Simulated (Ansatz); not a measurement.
# The 3-layer 1T-HfS2 (AA) under a gate, part 2 of 2

Aim: charge, voltage and capacitance of the 3-layer 1T-HfS2 (AA) in a field-effect set-up.

Ansatz 0.2.0; plane-wave DFT, PBE-D3(BJ), Ansatz PAW.

So far. Step 10 (Gated layer, added electrons -6×10¹³ per cm²): Against the uncharged case this takes -5.19 V.

**11. Gated layer, added electrons -10×10¹³ per cm²**

Input file input.yaml:

```yaml
crystal:
  lattice:
    - [3.6098041644, 0.0, 0.0]
    - [-1.8049020822, 3.126182109, 0.0]
    - [0.0, 0.0, 60.0735396022]
  atoms:
    - { symbol: S, position: [0.6666666667, 0.3333333333, 0.3795348193] }
    - { symbol: Hf, position: [0.0, 0.0, 0.4038185843] }
    - { symbol: S, position: [0.3333333333, 0.6666666667, 0.4280478346] }
    - { symbol: S, position: [0.6666666667, 0.3333333333, 0.4757808798] }
    - { symbol: Hf, position: [0.0, 0.0, 0.5] }
    - { symbol: S, position: [0.3333333333, 0.6666666667, 0.5242191202] }
    - { symbol: S, position: [0.6666666667, 0.3333333333, 0.5719521654] }
    - { symbol: Hf, position: [0.0, 0.0, 0.5961814157] }
    - { symbol: S, position: [0.3333333333, 0.6666666667, 0.6204651807] }
  periodic: [true, true, false]
  symmetry: { detect: true }
total_charge: 0.112849
kpoints:
  mp_grid: { grid: [48, 48, 1] }
  band_path:
    path: [[0, 0, 0], [0.5, 0, 0], [0.33333333, 0.33333333, 0], [0, 0, 0]]
    npoints: 16
hamiltonian:
  xc: pbe
  dispersion: d3bj
scf:
  occupations: { method: fermi_dirac, width: 0.02585 }
  convergence: { dr2_threshold: 1.0e-10 }
output:
  forces: true
  eigenvalues: true
  dos: { projected: true, e_range: [-3, 3], de: 0.01 }
  write_potential: true
  write_density: true
  volumetric_format: npy
  elf: true
external_charges:
  - { charge: 0, barrier: 10, axis: 3, height: 40.774, sigma: 0.25 }
  - { charge: -0.112849, axis: 3, height: 42.274, sigma: 0.5 }
```

The run is started by

```console
$ ansatz run input.yaml --threads 4 --pin off --max-ram 16384MiB --backend cpu --events-out ev --progress --plain --runs-dir out
```

Wall time 14 min (4 threads of Arm Neoverse V1, shared host); peak memory 5.9 GiB.

The density of states has structure finer than the step of the table below, so its rows give means over 0.2 eV, whole bins alone (the curve runs from -3 to 1.99 eV). Peaks (eV: height): -2.70: 23.7, -2.58: 22.3, -2.38: 17.8, -2.26: 29.0, -2.10: 12.9, -1.93: 13.6, -0.86: 13.1.

The density of states by energy, zero at the Fermi level; means over each step:

| energy (eV) | density of states (states/eV a cell) |
| --- | --- |
| -2.8 | 9.35 |
| -2.6 | 15.1 |
| -2.4 | 13.0 |
| -2.2 | 12.4 |
| -2.0 | 9.50 |
| -1.8 | 7.50 |
| -1.6 | 7.37 |
| -1.4 | 8.76 |
| -1.2 | 8.11 |
| -1.0 | 7.48 |
| -0.8 | 7.51 |
| -0.6 | 4.34 |
| -0.4 | 3.23 |
| -0.2 | 2.04 |
| 0.0 | 1.38 |
| 0.2 | 0.138 |
| 0.4 | 0 |
| 0.6 | 0 |
| 0.8 | 0 |
| 1.0 | 0.881 |
| 1.2 | 2.15 |
| 1.4 | 2.69 |
| 1.6 | 3.75 |
| 1.8 | 4.68 |

Against the uncharged case this takes -8.27 V.

**12. The series together**

This step: plane-wave DFT, PBE-D3(BJ), Ansatz PAW; charging by gates (Ansatz 0.2.0).

The potential behind each gate is read from every run and counted from the uncharged case.

Voltage on the gate against the layer's Fermi level, from the uncharged case. The gate voltage by added electrons:

| added electrons (10¹³ per cm²) | gate voltage (V) |
| --- | --- |
| -10.00 | -8.27 |
| -6.00 | -5.19 |
| -3.00 | -2.88 |
| -1.00 | -1.32 |
| 0.00 | 0 |
| 1.00 | 1.31 |
| 3.00 | 2.82 |
| 6.00 | 5.04 |
| 10.00 | 7.92 |

Charge step over voltage step between neighbouring densities. Table of total capacitance by added electrons:

| added electrons (10¹³ per cm²) | total capacitance (µF/cm²) |
| --- | --- |
| -8.00 | 2.08 |
| -4.50 | 2.08 |
| -2.00 | 2.05 |
| -0.50 | 1.22 |
| 0.50 | 1.22 |
| 2.00 | 2.12 |
| 4.50 | 2.17 |
| 8.00 | 2.22 |

Work function of the face away from the gate. The work function of the far face by added electrons:

| added electrons (1e13 /cm²) | work function of the far face (eV) |
| --- | --- |
| -10.00 | 6.13 |
| -6.00 | 6.20 |
| -3.00 | 6.24 |
| -1.00 | 6.26 |
| 0.00 | 5.77 |
| 1.00 | 5.28 |
| 3.00 | 5.28 |
| 6.00 | 5.28 |
| 10.00 | 5.28 |

By hand: 10¹³ electrons per cm² are 0.001 e/Å², which by Gauss's law end a field of 0.181 V/Å. At 10×10¹³ holes per cm² the field towards a gate is 1.810 V/Å, which over the 5 Å from the outer atoms would drop 9.05 V; the run needs 8.27 V.

**13. The same run with other settings**

This step: plane-wave DFT, PBE-D3(BJ), Ansatz PAW (Ansatz 0.2.0).

An input spoilt on purpose, to show how the run answers: it repeats the earlier run at 1 × 10¹³ added electrons per cm² with basis.ecutwfc to 30, and scf.max_iter set to 60.

input.yaml, the sections that differ from step 11:

```yaml
total_charge: -0.011285
kpoints:
  mp_grid: { grid: [48, 48, 1] }
scf:
  occupations: { method: fermi_dirac, width: 0.02585 }
  convergence: { dr2_threshold: 1.0e-10 }
  max_iter: 60
output:
  forces: true
  eigenvalues: true
  write_potential: true
  write_density: true
  volumetric_format: npy
external_charges:
  - { charge: 0, barrier: 10, axis: 3, height: 40.774, sigma: 0.25 }
  - { charge: 0.011285, axis: 3, height: 42.274, sigma: 0.5 }
basis:
  ecutwfc: 30
# crystal, hamiltonian: as in step 11
```

Wall time 52 s (4 threads); peak memory 0.59 GiB; 3.4 min of CPU time.

| quantity | this run | earlier run | difference |
| --- | --- | --- | --- |
| potential beyond the upper barrier and gate, less the barrier, from the Fermi level (eV) | 48.67 | 4.444 | 44 |

It moves by +44.2 eV.

The fault (a cutoff far too low) shows in the results, which are not taken further.

**14. Varying the input**

An input spoilt on purpose, to show how the run answers: it repeats the earlier run at 1 × 10¹³ added electrons per cm² with scf.occupations from method: fermi_dirac, width: 0.02585 to method: fixed, and scf.max_iter set to 75.

Changes to input.yaml since step 13:

```diff
@@ -24,5 +24,5 @@
 scf:
-  occupations: { method: fermi_dirac, width: 0.02585 }
+  occupations: { method: fixed }
   convergence: { dr2_threshold: 1.0e-10 }
-  max_iter: 60
+  max_iter: 75
 output:
@@ -36,3 +36 @@
   - { charge: 0.011285, axis: 3, height: 42.274, sigma: 0.5 }
-basis:
-  ecutwfc: 30
```

Elapsed: 0.06 s, on 4 threads; peak memory 0.081 GiB.

The input was rejected at the start.

The program's message: “Error: inconsistent input (total_charge, scf.occupations.method): -0.011285 gives a fractional electron count (114.011) which fixed/explicit occupations and the σ = 0 step fill (a smearing width below …”

The fault put into the input: fixed occupations, which need whole filled bands.

**15. Outcome**

```
gap with uncharged gates                    : 1.09 eV
gate voltage at 10×10¹³ holes per cm²       : -8.27 V
gate voltage at 10×10¹³ electrons per cm²   : +7.92 V
total capacitance near 8×10¹³ holes per cm² : 2.08 µF/cm²
```

**Reading.** Putting 10×10¹³ holes per cm² on the layer takes -8.27 V on the gate; how far the Fermi level moves against the bands is taken for single layers without spin and with an even electron count alone. Between the first holes and the first electrons the voltage runs over 2.63 V: the drop across the plates for that charge, plus the way of the Fermi level through the region of the 1.09 eV gap. The zero of the voltage lies where the smearing puts the uncharged Fermi level. Plates 5 Å apart would give 1.77 µF/cm² in vacuum; the computed total runs from 1.2 to 2.22 µF/cm². A value over that of the plates means that the screening charge has its centre outside the outer atoms; a low density of states works the other way. Few carriers sample few k-points, so the slopes at the lowest densities depend on the mesh and on the temperature. The gates are charged sheets behind model barriers, not atoms. Spin-orbit coupling is left out, which matters for the bands of elements this heavy.

[Logs are printed without paths, hosts, clocks, repeated set-up lines and the standing remarks that a program may print on its own settings, such as how far it seeks lower states.]

[Hosts, paths, dates, database ids (printed as entryN), source tags and the programs' standing remarks are cut or masked in the printed files.]

[Maps of the electrostatic potential energy from Ansatz leave out the sawtooth potential of an applied field or a dipole correction, so their vacuum need not be flat; planar profiles and work functions include it.]

[The density of states shown here was stored with 400 of the rows of the run's finer table, so its peaks can read low, often by over a quarter, or be missed, and its means over a window can be off by a tenth or more.]
